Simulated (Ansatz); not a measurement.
**Lattice dynamics of Hg2C (model cell, started as cuprite)**

Wanted: phonon frequencies of Hg2C (model cell, started as cuprite) and what follows from them.

Calculated with Ansatz 0.2.0; DFT PBEsol, scalar-relativistic, plane waves, PAW.

Report form: the programs' logs are mostly left out.

The structure was built from a prototype and need not be the compound's stable phase.

In doubt: the program warns that the response may not be converged on this k-mesh (step 5), which bears on the force constants and all frequencies.

**1. Starting point**

It takes space group Pn-3m (No. 224, cubic). The conventional cell has a = 5.121 Å, b = 5.121 Å, c = 5.121 Å, α = 90.00°, β = 90.00°, γ = 90.00°. Nearest to C lie 4 Hg at 2.22 Å. Nearest to Hg lie 2 C at 2.22 Å. Farther neighbours are not listed.

Coordinates:

```cif
data_structure
_symmetry_space_group_name_H-M 'P 1'
_symmetry_Int_Tables_number 1
_cell_length_a 5.1213
_cell_length_b 5.1213
_cell_length_c 5.1213
_cell_angle_alpha 90.000
_cell_angle_beta 90.000
_cell_angle_gamma 90.000
_cell_volume 134.32
loop_
_atom_site_label
_atom_site_type_symbol
_atom_site_fract_x
_atom_site_fract_y
_atom_site_fract_z
_atom_site_occupancy
C1 C 0.00000 0.00000 0.00000 1
C2 C 0.50000 0.50000 0.50000 1
Hg3 Hg 0.25000 0.25000 0.25000 1
Hg4 Hg 0.75000 0.75000 0.25000 1
Hg5 Hg 0.75000 0.25000 0.75000 1
Hg6 Hg 0.25000 0.75000 0.75000 1
```

**2. Coarse relaxation**

A rough relaxation comes first, because large forces or stress need no tight tolerances yet.

input.yaml reads:

```yaml
crystal:
  lattice:
    - [5.12133, 0.0, 0.0]
    - [0.0, 5.12133, 0.0]
    - [0.0, 0.0, 5.12133]
  atoms:
    - { symbol: C, position: [0.0, 0.0, 0.0] }
    - { symbol: C, position: [0.5, 0.5, 0.5] }
    - { symbol: Hg, position: [0.25, 0.25, 0.25] }
    - { symbol: Hg, position: [0.75, 0.75, 0.25] }
    - { symbol: Hg, position: [0.75, 0.25, 0.75] }
    - { symbol: Hg, position: [0.25, 0.75, 0.75] }
kpoints:
  mp_grid: { grid: [4, 4, 4] }
hamiltonian:
  xc: pbesol
scf:
  occupations: { method: gaussian, width: 0.1 }
output:
  forces: true
  stress: true
  eigenvalues: true
relax:
  adjacent_minimum: "off"
  f_tol: 0.05
  max_steps: 80
  cell: { stress_tol: 0.5 }
```

Launch:

```console
> ansatz run input.yaml --threads 8 --pin off --max-ram 14336MiB --backend cpu --events-out ev --progress --plain --runs-dir out
```

Run time: 2.2 s. Hardware: 8 threads of Arm Neoverse V2, shared host; peak memory 0.56 GiB.

Step by step:

```
step  energy less that of the first step (eV)  largest force component (eV/Å)  pressure (GPa)  volume (Å³)
   1                                   0.0000                          0.0000           -8.99       134.32
   2                                  -0.5897                          0.0000            0.79       115.62
   3                                  -0.5908                          0.0000           -0.27       116.93
  4*                                  -0.5812                          0.0000           -0.33       116.93
```

Relaxation steps marked * repeat the geometry before them on a plane-wave basis chosen anew for their cell, so energy and pressure can jump there.

Forces are held to the 48 operations that the run works with; a distortion that breaks them can't arise in this run.

```
conventional cell, symmetrised  before  after   change
                         a (Å)   5.121  4.890   -4.5 %
                         b (Å)   5.121  4.890   -4.5 %
                         c (Å)   5.121  4.890   -4.5 %
              volume (Å³/atom)   22.39  19.49  -12.9 %
```

Final coordinates:

```cif
data_structure
_symmetry_space_group_name_H-M 'P 1'
_symmetry_Int_Tables_number 1
_cell_length_a 4.8900
_cell_length_b 4.8900
_cell_length_c 4.8900
_cell_angle_alpha 90.000
_cell_angle_beta 90.000
_cell_angle_gamma 90.000
_cell_volume 116.93
loop_
_atom_site_label
_atom_site_type_symbol
_atom_site_fract_x
_atom_site_fract_y
_atom_site_fract_z
_atom_site_occupancy
C1 C 0.00000 0.00000 0.00000 1
C2 C 0.50000 0.50000 0.50000 1
Hg3 Hg 0.25000 0.25000 0.25000 1
Hg4 Hg 0.75000 0.75000 0.25000 1
Hg5 Hg 0.75000 0.25000 0.75000 1
Hg6 Hg 0.25000 0.75000 0.75000 1
```

A gap read on the k-mesh alone can miss the band edges.

This step gave:

* pressure: -0.3304 GPa
* volume per atom: 19.49 Å³
* gap on the k-mesh: 0.4848 eV
* direct gap on mesh: 1.505 eV

In this step the volume went from 22.39 to 19.49 Å³/atom.

**3. Bringing the structure to rest**

The cell and atoms are relaxed, since residual forces and stress would shift the frequencies.

input.yaml reads:

```yaml
crystal:
  lattice:
    - [4.8899829279, 0.0, 0.0]
    - [0.0, 4.8899829279, 0.0]
    - [0.0, 0.0, 4.8899829279]
  atoms:
    - { symbol: C, position: [0.0, 0.0, 0.0] }
    - { symbol: C, position: [0.5, 0.5, 0.5] }
    - { symbol: Hg, position: [0.25, 0.25, 0.25] }
    - { symbol: Hg, position: [0.75, 0.75, 0.25] }
    - { symbol: Hg, position: [0.75, 0.25, 0.75] }
    - { symbol: Hg, position: [0.25, 0.75, 0.75] }
kpoints:
  mp_grid: { grid: [6, 6, 6] }
hamiltonian:
  xc: pbesol
scf:
  occupations: { method: gaussian, width: 0.02 }
output:
  forces: true
  stress: true
  eigenvalues: true
relax:
  adjacent_minimum: "off"
  f_tol: 0.005
  max_steps: 80
  cell: { stress_tol: 0.05 }
```

Run time: 3.1 s. Hardware: 8 threads; peak memory 0.6 GiB; 21 s of CPU time.

Relaxation path:

```
step  energy less that of the first step (eV)  largest force component (eV/Å)  pressure (GPa)  volume (Å³)
   1                                   0.0000                          0.0000           -0.43       116.93
   2                                  -0.0013                          0.0000            0.07       116.30
   3                                  -0.0012                          0.0000            0.00       116.38
  4*                                  -0.0008                          0.0000            0.00       116.38
```

Relaxation steps marked * repeat the geometry before them on a plane-wave basis chosen anew for their cell, so energy and pressure can jump there.

Forces are held to the 48 operations that the run works with; a distortion that breaks them can't arise in this run.

```
conventional cell, symmetrised  before  after  change
                         a (Å)   4.890  4.882  -0.2 %
                         b (Å)   4.890  4.882  -0.2 %
                         c (Å)   4.890  4.882  -0.2 %
              volume (Å³/atom)   19.49  19.40  -0.5 %
```

Final coordinates:

```xyz
6
Lattice="4.8824 0.0000 0.0000 0.0000 4.8824 0.0000 0.0000 0.0000 4.8824" Properties=species:S:1:pos:R:3 pbc="T T T"
C     0.0000    0.0000    0.0000
C     2.4412    2.4412    2.4412
Hg    1.2206    1.2206    1.2206
Hg    3.6618    3.6618    1.2206
Hg    3.6618    1.2206    3.6618
Hg    1.2206    3.6618    3.6618
```

Numbers from this step:

| Item | Value |
| --- | --- |
| pressure | -0.004590 GPa |
| gap on the k-mesh | 0.4447 eV |
| volume per atom | 19.40 Å³ |
| direct gap on mesh | 1.507 eV |

In this step the volume went from 19.49 to 19.40 Å³/atom.

**4. Tight relaxation**

Phonons need a cell at rest on their own settings, so the relaxation is repeated with tight tolerances on forces and stress, using the mesh and the filling of the phonon run that follows.

input.yaml: that of step 3 with these lines changed.

```diff
@@ -2,5 +2,5 @@
   lattice:
-    - [4.8899829279, 0.0, 0.0]
-    - [0.0, 4.8899829279, 0.0]
-    - [0.0, 0.0, 4.8899829279]
+    - [4.8823764645, 0.0, 0.0]
+    - [0.0, 4.8823764645, 0.0]
+    - [0.0, 0.0, 4.8823764645]
   atoms:
@@ -17,3 +17,3 @@
 scf:
-  occupations: { method: gaussian, width: 0.02 }
+  occupations: { method: fixed }
 output:
@@ -24,4 +24,4 @@
   adjacent_minimum: "off"
-  f_tol: 0.005
-  max_steps: 80
-  cell: { stress_tol: 0.05 }
+  f_tol: 0.001
+  max_steps: 60
+  cell: { stress_tol: 0.01 }
```

Run time: 1.9 s. Hardware: 8 threads; peak memory 0.59 GiB; 13 s of CPU time.

Little changed from the start: no atom moved by 0.005 Å and no cell edge by 0.1 %.

This step gave:

```yaml
pressure: -0.004592 GPa
```

The forces vanish by symmetry and the pressure is -0.005 GPa, within the tolerances set. The cell now holds 19.40 Å³/atom.

**5. Zone-centre response**

The zone centre comes first: it holds the modes that light can see, as far as symmetry allows. The response to a homogeneous field gives the Born charges and the dielectric tensor, and its change with displacement the Raman tensors.

input.yaml: that of step 4 with these lines changed.

```diff
@@ -19,9 +19,7 @@
 output:
-  forces: true
-  stress: true
   eigenvalues: true
-relax:
-  adjacent_minimum: "off"
-  f_tol: 0.001
-  max_steps: 60
-  cell: { stress_tol: 0.01 }
+phonons:
+  method: dfpt
+  dielectric: true
+  rigid_motions: translations
+  raman: true
```

Wall time 3.2 min (8 threads); peak memory 3.2 GiB; 24 min of CPU time.

This step gave:

```yaml
sum_rule_residual_before_enforcement: 5.88e-5 eV/Å²
miss_of_the_charge_sum_rule: 0.002982 e
estimated_error_of_the_dielectric_tensor: 0.05062
estimated_error_of_the_born_charges: 0.02226 e
point_group: m-3m
highest_optical_mode_at_the_zone_centre_no_lo_to_term: 639.9 cm⁻¹
lowest_optical_zone_centre_mode: 53.21 cm⁻¹
mean_high_frequency_dielectric_constant: 11.08
largest_born_charge_third_of_the_trace: -1.876 e
mean_static_dielectric_constant: 12.10
top_of_the_zone_centre_spectrum_with_the_field: 658.8 cm⁻¹
```

Without the LO-TO term. Patterns of degenerate modes are one choice out of their space. The modes at Γ (shares of kinetic energy by element, %):

```
mode  frequency (cm⁻¹)  symmetry  C %  Hg %
   1               0.0  acoustic    3    97
   2               0.0  acoustic    3    97
   3               0.0  acoustic    3    97
   4              53.2       T2u    0   100
   5              53.2       T2u    0   100
   6              53.2       T2u    0   100
   7             108.0        Eu    0   100
   8             108.0        Eu    0   100
   9             114.0       T1u    2    98
  10             114.0       T1u    2    98
  11             114.0       T1u    2    98
  12             187.9       A2u    0   100
  13             551.1       T2g  100     0
  14             551.1       T2g  100     0
  15             551.1       T2g  100     0
  16             639.9       T1u   95     5
  17             639.9       T1u   95     5
  18             639.9       T1u   95     5
```

Displacements in mode 6 (53.2 cm⁻¹), the largest set to 1:
```
C1   0.00  0.00  0.00
C2   0.00  0.00  0.00
Hg3 -0.13 -0.87  1.00
Hg4 -0.86 -0.14 -1.00
Hg5  0.86  0.87  0.01
Hg6  0.13  0.14 -0.01
```

Displacements in mode 17 (639.9 cm⁻¹), the largest set to 1:
```
C1   0.00  0.04  1.00
C2   0.00  0.04  1.00
Hg3 -0.02 -0.02 -0.03
Hg4  0.02  0.02 -0.03
Hg5 -0.02  0.02 -0.03
Hg6  0.02 -0.02 -0.03
```

Optical modes at the zone centre, without and with the macroscopic field of the longitudinal modes; each column is sorted by frequency, so a row need not hold one and the same mode. Modes with and without the field, by row:

```
rank among optical modes  no field (cm⁻¹)  q along (1, 0, 0) (cm⁻¹)
                       1             53.2                      53.2
                       2             53.2                      53.2
                       3             53.2                      53.2
                       4              108                       108
                       5              108                       108
                       6              114                       114
                       7              114                       114
                       8              114                     115.8
                       9            187.9                     187.9
                      10            551.1                     551.1
                      11            551.1                     551.1
                      12            551.1                     551.1
                      13            639.9                     639.9
                      14            639.9                     639.9
                      15            639.9                     658.8
```

Born charge (rows field, columns displacement) (e), principal values of the symmetric part by kind of site:

```
atom  atoms with these values    low  middle   high   mean
  C1                        2  -1.88   -1.88  -1.88  -1.88
 Hg3                        4  -0.15   -0.15   3.12   0.94
```

In full for C1:

```
-1.88  0.00  0.00
 0.00 -1.88  0.00
 0.00  0.00 -1.88
```

High-frequency dielectric tensor:

```
11.08  0.00  0.00
 0.00 11.08  0.00
 0.00  0.00 11.08
```

Static dielectric tensor (ions relaxed, fixed cell):

```
12.10  0.00  0.00
 0.00 12.10  0.00
 0.00  0.00 12.10
```

Transverse modes. Lines of the infrared spectrum (strongest = 100):

```
position (cm⁻¹)  label  relative intensity
             53    T2u                 0.0
            108     Eu                 0.0
            114    T1u                 1.7
            188    A2u                 0.0
            551    T2g                 0.0
            640    T1u                 100
```

Activity x (w_L - w)^4 (n + 1)/w, 532 nm, 300 K; the tensors are static ones, while 532 nm light lies above the computed direct gap, where resonance would change the heights; modes without the macroscopic field alone. Lines of the Raman spectrum (strongest = 100):

```
position (cm⁻¹)  label  relative intensity
             53    T2u                 0.0
            108     Eu                 0.0
            114    T1u                 0.0
            188    A2u                 0.0
            551    T2g                 100
            640    T1u                 0.0
```

Before it was imposed, the acoustic sum rule was missed by 5.9e-5 eV/Å² and the charge sum rule by 0.0030 e. Small misses are needed for a sound result but don't prove that mesh and cutoff are converged. The lowest optical mode is real, 53.2 cm⁻¹.

The log warns of the k mesh: “the force constants stand on the 6×6×6 k-mesh, whose period is 9.53 times the interband length at k = (0.0000, 0.0000, 0.0000), direct gap 1.507 eV, under 14: take them and everything formed from them as unconverged”.

(Continued in part 2 of 2.)

[Logs are printed without paths, hosts, clocks, repeated set-up lines and the standing remarks that a program may print on its own settings, such as how far it seeks lower states.]

[Hosts, paths, dates, database ids (printed as entryN), source tags and the programs' standing remarks are cut or masked in the printed files.]
